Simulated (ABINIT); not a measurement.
# Quasiparticle gap of WS2 (Tungstenite) in ABINIT, part 2 of 3

Aim: the G0W0 gap of WS2 (Tungstenite) on PBEsol, step by step.

ABINIT 10.8.3; PBEsol and many-body steps on it, plane waves. Known limits of the many-body steps: not at the basis limit; no spin-orbit coupling; coarse k mesh.

So far. Step 2 (Ground state): The gap is indirect, with the least direct gap 0.89 eV higher.

**3. Bands along the symmetry lines**

Level of this step: DFT, PBEsol, plane waves, norm-conserving pseudopotentials (ABINIT).

The cheap functional maps the bands first; the places of the edges decide which points the dearer methods must see.

Input file run.abi:

```
acell 3*1.0 Angstrom
rprim 
  3.153199999992 0.000000000002 0.000000000000
  -1.576599999998 2.730751303206 0.000000000000
  0.000000000000 0.000000000000 12.323000000000
ntypat 2
znucl 74 16
natom 6
typat 1 1 2 2 2 2
xred 
  0.333333333333 0.666666666667 0.250000000000
  0.666666666667 0.333333333333 0.750000000000
  0.333333333333 0.666666666667 0.622500000000
  0.666666666667 0.333333333333 0.122500000000
  0.333333333333 0.666666666667 0.877500000000
  0.666666666667 0.333333333333 0.377500000000
pp_dirpath "pseudos"
pseudos "W.upf, S.upf"
ecut 31
iscf -2
irdden 1
kptopt 0
nkpt 75
kpt 
  0.00000000 0.00000000 0.00000000
  0.06250000 0.00000000 0.00000000
  0.12500000 0.00000000 0.00000000
  0.18750000 0.00000000 0.00000000
  0.25000000 0.00000000 0.00000000
  0.31250000 0.00000000 0.00000000
  0.37500000 0.00000000 0.00000000
  0.43750000 0.00000000 0.00000000
  0.50000000 0.00000000 0.00000000
  0.47916667 0.04166667 0.00000000
  0.45833333 0.08333333 0.00000000
  0.43750000 0.12500000 0.00000000
  0.41666666 0.16666666 0.00000000
  0.39583333 0.20833333 0.00000000
  0.37500000 0.25000000 0.00000000
  0.35416666 0.29166666 0.00000000
  0.33333333 0.33333333 0.00000000
  0.29166666 0.29166666 0.00000000
  0.25000000 0.25000000 0.00000000
  0.20833333 0.20833333 0.00000000
  0.16666666 0.16666666 0.00000000
  0.12500000 0.12500000 0.00000000
  0.08333333 0.08333333 0.00000000
  0.04166667 0.04166667 0.00000000
  0.00000000 0.00000000 0.00000000
  0.00000000 0.00000000 0.06250000
  0.00000000 0.00000000 0.12500000
  0.00000000 0.00000000 0.18750000
  0.00000000 0.00000000 0.25000000
  0.00000000 0.00000000 0.31250000
  0.00000000 0.00000000 0.37500000
  0.00000000 0.00000000 0.43750000
  0.00000000 0.00000000 0.50000000
  0.06250000 0.00000000 0.50000000
  0.12500000 0.00000000 0.50000000
  0.18750000 0.00000000 0.50000000
  0.25000000 0.00000000 0.50000000
  0.31250000 0.00000000 0.50000000
  0.37500000 0.00000000 0.50000000
  0.43750000 0.00000000 0.50000000
  0.50000000 0.00000000 0.50000000
  0.47916667 0.04166667 0.50000000
  0.45833333 0.08333333 0.50000000
  0.43750000 0.12500000 0.50000000
  0.41666666 0.16666666 0.50000000
  0.39583333 0.20833333 0.50000000
  0.37500000 0.25000000 0.50000000
  0.35416666 0.29166666 0.50000000
  0.33333333 0.33333333 0.50000000
  0.29166666 0.29166666 0.50000000
  0.25000000 0.25000000 0.50000000
  0.20833333 0.20833333 0.50000000
  0.16666666 0.16666666 0.50000000
  0.12500000 0.12500000 0.50000000
  0.08333333 0.08333333 0.50000000
  0.04166667 0.04166667 0.50000000
  0.00000000 0.00000000 0.50000000
  0.50000000 0.00000000 0.50000000
  0.50000000 0.00000000 0.43750000
  0.50000000 0.00000000 0.37500000
  0.50000000 0.00000000 0.31250000
  0.50000000 0.00000000 0.25000000
  0.50000000 0.00000000 0.18750000
  0.50000000 0.00000000 0.12500000
  0.50000000 0.00000000 0.06250000
  0.50000000 -0.00000000 0.00000000
  0.33333333 0.33333333 0.50000000
  0.33333333 0.33333333 0.43750000
  0.33333333 0.33333333 0.37500000
  0.33333333 0.33333333 0.31250000
  0.33333333 0.33333333 0.25000000
  0.33333333 0.33333333 0.18750000
  0.33333333 0.33333333 0.12500000
  0.33333333 0.33333333 0.06250000
  0.33333333 0.33333333 0.00000000
istwfk *1
nband 38
nbdbuf 7
tolwfr 1e-07
nstep 50
prtwf 0
prtvol 0
indata_prefix "in"
outdata_prefix "out"
tmpdata_prefix "tmp"
```

Run with:

```console
> OMP_NUM_THREADS=1 mpirun -n 4 abinit run.abi > log
```

Numbers of over 12 decimals in the logs are rounded to 6 here.

Output:

```text
.Version 10.8.3 of ABINIT. v10.8.2 released Aug 2026.

 Symmetries : space group P6_3/m m c (#194); Bravais hP (primitive hexag.)
[... echo of the input left out ...]
== DATASET  1 ==================================================================
-   mpi_nproc: 4, omp_nthreads: 1 (-1 if OMP is not activated)

--- !DatasetInfo
iteration_state: {dtset: 1, }
dimensions: {natom: 6, nkpt: 75, mband: 38, nsppol: 1, nspinor: 1, nspden: 1, mpw: 5986, }
cutoff_energies: {ecut:  31.0, pawecutdg:  -1.0, }
electrons: {nelect:   5.20000000E+01, charge:   0.00000000E+00, occopt:   1.00000000E+00, tsmear:   1.00000000E-02, }

 Real(R)+Recip(G) space primitive vectors, cartesian coordinates (Bohr,Bohr^-1):
 R(1)=  5.9586844  0.0000000  0.0000000  G(1)=  0.1678223  0.0968922  0.0000000
 R(2)= -2.9793422  5.1603721  0.0000000  G(2)=  0.0000000  0.1937845  0.0000000
 R(3)=  0.0000000  0.0000000 23.2870950  G(3)=  0.0000000  0.0000000  0.0429422
 Unit cell volume ucvol=  7.1605555E+02 bohr^3
 Angles (23,13,12)=  9.00000000E+01  9.00000000E+01  1.20000000E+02 degrees

 getcut: wavevector=  0.0000  0.0000  0.0000  ngfft=  30  30 120
         ecut(hartree)=     31.000   => boxcut(ratio)=   2.01023

--- Pseudopotential description ------------------------------------------------
- W Generated using ONCVPSP code by D. R. Hamann
- 74.00000  14.00000  180301                  znucl, zion, pspdat
12 -116133 3 -1 1396                          pspcod,pspxc,lmax,lloc,mmax
     nproj     2     2     2     2
  pspatm : epsatm=   11.51367016
         --- l  ekb(1:nproj) -->
             0   13.027742    1.852033
             1    9.109631    1.414397
             2    4.487527    0.514612
[...]
pspatm: atomic psp has been read  and splines computed

- S Generated using ONCVPSP code by D. R. Hamann
- 16.00000   6.00000  180301                  znucl, zion, pspdat
12 -116133 2 -1 1146                          pspcod,pspxc,lmax,lloc,mmax
     nproj     2     2     2     0
  pspatm : epsatm=    8.71840686
         --- l  ekb(1:nproj) -->
[...]
pspatm: atomic psp has been read  and splines computed

--------------------------------------------------------------------------------

================================================================================
 prteigrs : about to open file out_EIG
 Non-SCF case, kpt    1 (  0.00000  0.00000  0.00000), residuals and eigenvalues=
  4.03E-08  3.85E-08  3.47E-08  4.13E-08  3.07E-08  8.79E-08  2.01E-08  3.84E-08
  3.98E-08  5.23E-08  2.87E-08  5.16E-08  6.47E-08  5.37E-08  2.94E-08  2.91E-08
  8.43E-08  6.40E-08  9.43E-08  3.49E-08  5.86E-08  4.29E-08  5.91E-08  5.43E-08
[...]
3.88E-08  5.90E-08  4.79E-08  5.56E-08  5.72E-04  1.56E-04
 -2.3930E+00 -2.3930E+00 -1.0799E+00 -1.0799E+00 -1.0727E+00 -1.0727E+00
 -1.0727E+00 -1.0727E+00 -2.2663E-01 -2.1799E-01 -1.6946E-01 -1.5295E-01
[...]
5.7553E-01  6.2440E-01
 Non-SCF case, kpt   75 (  0.33333  0.33333  0.00000), residuals and eigenvalues=
[...]
5.7522E-01  6.2517E-01

--- !ResultsGS
iteration_state: {dtset: 1, }
comment   : Summary of ground state results
lattice_vectors:
- [  5.9586844,   0.0000000,   0.0000000, ]
- [ -2.9793422,   5.1603721,   0.0000000, ]
- [  0.0000000,   0.0000000,  23.2870950, ]
lattice_lengths: [   5.95868,    5.95868,   23.28710, ]
lattice_angles: [ 90.000,  90.000, 120.000, ] # degrees, (23, 13, 12)
lattice_volume:   7.1605555E+02
convergence: {deltae:  0.000E+00, res2:  0.000E+00, residm:  9.974E-08, diffor:  0.000E+00, }
etotal    :  -1.95929348E+02
entropy   :   0.00000000E+00
fermie    :   3.47826546E-01
cartesian_stress_tensor: null
pressure_GPa: null
xred      :
- [  3.3333E-01,   6.6667E-01,   2.5000E-01,  W]
- [  6.6667E-01,   3.3333E-01,   7.5000E-01,  W]
- [  3.3333E-01,   6.6667E-01,   6.2250E-01,  S]
- [  6.6667E-01,   3.3333E-01,   1.2250E-01,  S]
- [  3.3333E-01,   6.6667E-01,   8.7750E-01,  S]
- [  6.6667E-01,   3.3333E-01,   3.7750E-01,  S]
cartesian_forces: null
force_length_stats: {min: null, max: null, mean: null, }

 Integrated electronic density in atomic spheres:
 ------------------------------------------------
 Atom  Sphere_radius  Integrated_density
[...]
================================================================================

 ----iterations are completed or convergence reached----

 Mean square residual over all n,k,spin=   51.666E-09; max=  99.738E-09
 reduced coordinates (array xred) for    6 atoms
[...]
0.333333333333      0.666666666667      0.877500000000
       0.666666666667      0.333333333333      0.377500000000

 cartesian coordinates (angstrom) at end:
    1     -1.33e-12     1.820501     3.080750
    2      1.576600     0.910250     9.242250
    3     -1.33e-12     1.820501     7.671068
    4      1.576600     0.910250     1.509567
    5     -1.33e-12     1.820501    10.813432
    6      1.576600     0.910250     4.651933
 length scales=  1.889726125908  1.889726125908  1.889726125908 bohr
              =  1.000000000000  1.000000000000  1.000000000000 angstroms
 prteigrs : about to open file out_EIG
 Eigenvalues (hartree) for nkpt=  75  k points:
 kpt#   1, nband= 38, wtk=  1.00000, kpt=  0.0000  0.0000  0.0000 (reduced coord)
[...]
kpt#   2, nband= 38, wtk=  1.00000, kpt=  0.0625  0.0000  0.0000 (reduced coord)
[...]
kpt#   3, nband= 38, wtk=  1.00000, kpt=  0.1250  0.0000  0.0000 (reduced coord)
[...]
kpt#  74, nband= 38, wtk=  1.00000, kpt=  0.3333  0.3333  0.0625 (reduced coord)
[...]
0.53103    0.53103    0.55391    0.57553    0.57553    0.62440
 kpt#  75, nband= 38, wtk=  1.00000, kpt=  0.3333  0.3333  0.0000 (reduced coord)
[...]
0.15066    0.16013    0.18091    0.18091    0.19520    0.19520    0.24065    0.24065
   0.31997    0.32797    0.39494    0.39494    0.42048    0.46738    0.46993    0.46993
   0.53130    0.53130    0.55308    0.57522    0.57522    0.62517

== END DATASET(S) ==============================================================
================================================================================

 -outvars: echo values of variables after computation  --------
            nband          38
             nkpt          75
          spgroup         194
 [... the other variables as echoed above ...]

 Calculation completed.
```

Wall time 83 s (4 MPI ranks of Arm Neoverse V1, shared host); peak memory 0.53 GiB.

Numbers from this step:

```
gap                        : 0.9350 eV
k of the valence top       : 0, 0, 0
k of the conduction bottom : 0.1667, 0.1667, 0
least direct gap           : 1.822 eV
```

The gap is 0.935 eV, as in the run before at this level.

The electronic bands at the labelled points (eV, zero at the top of the highest filled band):

```csv
point,band 23,band 24,band 25,band 26,band 27,band 28,band 29,band 30
Γ,-2.18,-1.49,-1.26,0.00,2.30,2.30,2.31,2.31
halfway,-2.56,-1.86,-1.65,-1.50,1.31,1.85,2.07,2.29
M,-1.95,-1.74,-1.72,-1.54,2.31,2.36,2.57,2.90
halfway,-3.00,-2.60,-1.23,-0.96,1.94,2.05,2.63,2.88
K,-2.92,-2.92,-0.76,-0.54,1.28,1.28,1.98,3.25
halfway,-2.09,-1.83,-1.54,-1.52,0.94,1.82,2.06,2.14
Γ,-2.18,-1.49,-1.26,0.00,2.30,2.30,2.31,2.31
halfway,-2.19,-2.13,-0.75,-0.08,2.30,2.30,2.30,2.30
A,-2.21,-2.21,-0.32,-0.32,2.30,2.30,2.30,2.30
halfway,-2.35,-2.35,-1.52,-1.52,1.74,1.74,1.95,1.95
L,-1.85,-1.85,-1.62,-1.62,2.33,2.33,2.76,2.76
halfway,-2.87,-2.87,-1.08,-1.08,2.00,2.00,2.82,2.82
H,-3.10,-3.10,-0.66,-0.66,1.28,1.28,2.53,2.53
halfway,-2.02,-2.02,-1.52,-1.52,1.35,1.35,2.20,2.20
A,-2.21,-2.21,-0.32,-0.32,2.30,2.30,2.30,2.30
jump to L,-1.85,-1.85,-1.62,-1.62,2.33,2.33,2.76,2.76
halfway,-1.92,-1.77,-1.69,-1.56,2.32,2.35,2.63,2.86
M,-1.95,-1.74,-1.72,-1.54,2.31,2.36,2.57,2.90
jump to H,-3.10,-3.10,-0.66,-0.66,1.28,1.28,2.53,2.53
halfway,-2.99,-2.99,-0.73,-0.58,1.28,1.28,2.13,3.00
K,-2.92,-2.92,-0.76,-0.54,1.28,1.28,1.98,3.25
```

**4. Empty states on the mesh, 3×3×1 mesh, 380 bands**

The sums over transitions need many empty states on a uniform mesh; this step solves for them.

Input file run.abi:

```
acell 3*1.0 Angstrom
rprim 
  3.153199999992 0.000000000002 0.000000000000
  -1.576599999998 2.730751303206 0.000000000000
  0.000000000000 0.000000000000 12.323000000000
ntypat 2
znucl 74 16
natom 6
typat 1 1 2 2 2 2
xred 
  0.333333333333 0.666666666667 0.250000000000
  0.666666666667 0.333333333333 0.750000000000
  0.333333333333 0.666666666667 0.622500000000
  0.666666666667 0.333333333333 0.122500000000
  0.333333333333 0.666666666667 0.877500000000
  0.666666666667 0.333333333333 0.377500000000
pp_dirpath "pseudos"
pseudos "W.upf, S.upf"
ecut 31
ngkpt 3 3 1
nshiftk 1
shiftk 0 0 0
kptopt 1
chksymbreak 0
iscf -2
irdden 1
istwfk *1
nband 380
nbdbuf 34
tolwfr 1e-09
nstep 60
prtvol 0
indata_prefix "in"
outdata_prefix "out"
tmpdata_prefix "tmp"
```

Run with:

```console
> OMP_NUM_THREADS=1 mpirun -n 3 abinit run.abi > log
```

Output:

```text
.Version 10.8.3 of ABINIT. v10.8.2 released Aug 2026.

 Symmetries : space group P6_3/m m c (#194); Bravais hP (primitive hexag.)
[... echo of the input left out ...]
== DATASET  1 ==================================================================
-   mpi_nproc: 3, omp_nthreads: 1 (-1 if OMP is not activated)

--- !DatasetInfo
iteration_state: {dtset: 1, }
dimensions: {natom: 6, nkpt: 3, mband: 380, nsppol: 1, nspinor: 1, nspden: 1, mpw: 5917, }
cutoff_energies: {ecut:  31.0, pawecutdg:  -1.0, }
electrons: {nelect:   5.20000000E+01, charge:   0.00000000E+00, occopt:   1.00000000E+00, tsmear:   1.00000000E-02, }

 Real(R)+Recip(G) space primitive vectors, cartesian coordinates (Bohr,Bohr^-1):
 R(1)=  5.9586844  0.0000000  0.0000000  G(1)=  0.1678223  0.0968922  0.0000000
 R(2)= -2.9793422  5.1603721  0.0000000  G(2)=  0.0000000  0.1937845  0.0000000
 R(3)=  0.0000000  0.0000000 23.2870950  G(3)=  0.0000000  0.0000000  0.0429422
 Unit cell volume ucvol=  7.1605555E+02 bohr^3
 Angles (23,13,12)=  9.00000000E+01  9.00000000E+01  1.20000000E+02 degrees

 getcut: wavevector=  0.0000  0.0000  0.0000  ngfft=  30  30 120
         ecut(hartree)=     31.000   => boxcut(ratio)=   2.01023

--- Pseudopotential description ------------------------------------------------
- W Generated using ONCVPSP code by D. R. Hamann
- 74.00000  14.00000  180301                  znucl, zion, pspdat
12 -116133 3 -1 1396                          pspcod,pspxc,lmax,lloc,mmax
     nproj     2     2     2     2
  pspatm : epsatm=   11.51367016
         --- l  ekb(1:nproj) -->
             0   13.027742    1.852033
             1    9.109631    1.414397
             2    4.487527    0.514612
[...]
pspatm: atomic psp has been read  and splines computed

- S Generated using ONCVPSP code by D. R. Hamann
- 16.00000   6.00000  180301                  znucl, zion, pspdat
12 -116133 2 -1 1146                          pspcod,pspxc,lmax,lloc,mmax
     nproj     2     2     2     0
  pspatm : epsatm=    8.71840686
         --- l  ekb(1:nproj) -->
[...]
pspatm: atomic psp has been read  and splines computed

--------------------------------------------------------------------------------

================================================================================
 prteigrs : about to open file out_EIG
 Non-SCF case, kpt    1 (  0.00000  0.00000  0.00000), residuals and eigenvalues=
  8.02E-10  7.09E-10  2.59E-10  1.54E-10  1.86E-10  3.04E-10  1.58E-10  2.62E-10
  4.02E-10  5.34E-10  4.45E-10  8.76E-10  9.04E-10  7.34E-11  8.90E-10  1.46E-10
  6.70E-10  5.57E-10  8.73E-10  8.73E-11  6.14E-10  1.23E-10  6.53E-10  7.00E-11
[...]
7.82E-04  1.04E-03  1.38E-03  4.47E-03
 -2.3930E+00 -2.3930E+00 -1.0799E+00 -1.0799E+00 -1.0727E+00 -1.0727E+00
 -1.0727E+00 -1.0727E+00 -2.2663E-01 -2.1799E-01 -1.6946E-01 -1.5295E-01
  6.5524E-02  1.0502E-01  2.0518E-01  2.1990E-01  2.1990E-01  2.2041E-01
[...]
4.6176E+00  4.6176E+00  4.6209E+00  4.6313E+00  4.6314E+00  4.6738E+00
  4.6746E+00  4.7051E+00  4.7098E+00  4.7160E+00  4.7214E+00  4.7234E+00
  4.7313E+00  4.7473E+00
 prteigrs : prtvol=0 or 1, do not print more k-points.

--- !ResultsGS
iteration_state: {dtset: 1, }
comment   : Summary of ground state results
lattice_vectors:
- [  5.9586844,   0.0000000,   0.0000000, ]
- [ -2.9793422,   5.1603721,   0.0000000, ]
- [  0.0000000,   0.0000000,  23.2870950, ]
lattice_lengths: [   5.95868,    5.95868,   23.28710, ]
lattice_angles: [ 90.000,  90.000, 120.000, ] # degrees, (23, 13, 12)
lattice_volume:   7.1605555E+02
convergence: {deltae:  0.000E+00, res2:  0.000E+00, residm:  9.915E-10, diffor:  0.000E+00, }
etotal    :  -1.95929348E+02
entropy   :   0.00000000E+00
fermie    :   3.47826546E-01
cartesian_stress_tensor: null
pressure_GPa: null
xred      :
- [  3.3333E-01,   6.6667E-01,   2.5000E-01,  W]
- [  6.6667E-01,   3.3333E-01,   7.5000E-01,  W]
- [  3.3333E-01,   6.6667E-01,   6.2250E-01,  S]
- [  6.6667E-01,   3.3333E-01,   1.2250E-01,  S]
- [  3.3333E-01,   6.6667E-01,   8.7750E-01,  S]
- [  6.6667E-01,   3.3333E-01,   3.7750E-01,  S]
cartesian_forces: null
force_length_stats: {min: null, max: null, mean: null, }

 Integrated electronic density in atomic spheres:
 ------------------------------------------------
 Atom  Sphere_radius  Integrated_density
[...]
================================================================================

 ----iterations are completed or convergence reached----

 Mean square residual over all n,k,spin=   49.471E-11; max=  99.147E-11
 reduced coordinates (array xred) for    6 atoms
[...]
0.333333333333      0.666666666667      0.877500000000
       0.666666666667      0.333333333333      0.377500000000

 cartesian coordinates (angstrom) at end:
    1     -1.33e-12     1.820501     3.080750
    2      1.576600     0.910250     9.242250
[...]
6      1.576600     0.910250     4.651933
 length scales=  1.889726125908  1.889726125908  1.889726125908 bohr
              =  1.000000000000  1.000000000000  1.000000000000 angstroms
 prteigrs : about to open file out_EIG
 Eigenvalues (hartree) for nkpt=   3  k points:
 kpt#   1, nband=380, wtk=  0.11111, kpt=  0.0000  0.0000  0.0000 (reduced coord)
[...]
4.50352    4.52183    4.53481    4.56258    4.56258    4.57428    4.61758    4.61760
   4.62089    4.63133    4.63136    4.67379    4.67456    4.70506    4.70984    4.71602
   4.72140    4.72342    4.73131    4.74735
 prteigrs : prtvol=0 or 1, do not print more k-points.

== END DATASET(S) ==============================================================
================================================================================

 -outvars: echo values of variables after computation  --------
            nband         380
             nkpt           3
          spgroup         194
 [... the other variables as echoed above ...]

 Calculation completed.
```

Elapsed: 2.9 min, on 3 MPI ranks; peak memory 0.36 GiB; 8.7 min of CPU time.

Numbers from this step:

* gap: 1.282 eV
* k of the valence top: 0, 0, 0
* k of the conduction bottom: 0.3333, 0.3333, 0
* least direct gap: 1.822 eV
* k points computed: 3
* lowest point of the top converged band, above the valence top: 107.3658 eV

On this mesh the gap is 1.282 eV. The earlier step found 0.935 eV, so this mesh misses an edge.

(Part 2 of 3 ends here.)

[Paths, hosts, dates, memory and timing lines, banners, echoed tables and standing remarks are left out of the program output.]

[Logs are printed without paths, hosts, clocks, repeated set-up lines and the standing remarks that a program may print on its own settings, such as how far it seeks lower states.]

[Runs of the session that timed out or met a known fault of the program may be left out.]

[Hosts, paths, dates, database ids (printed as entryN), source tags and the programs' standing remarks are cut or masked in the printed files.]

[G0W0 gaps are taken among the corrected bands and points alone; a level outside them can change the order at an edge.]

[Where Ansatz stands beside ABINIT at settings called matched, ABINIT's density can come from a denser mesh and the files from another edition; pairs whose starting gaps differed by over 0.03 eV were left out, so agreement reads better than it is.]
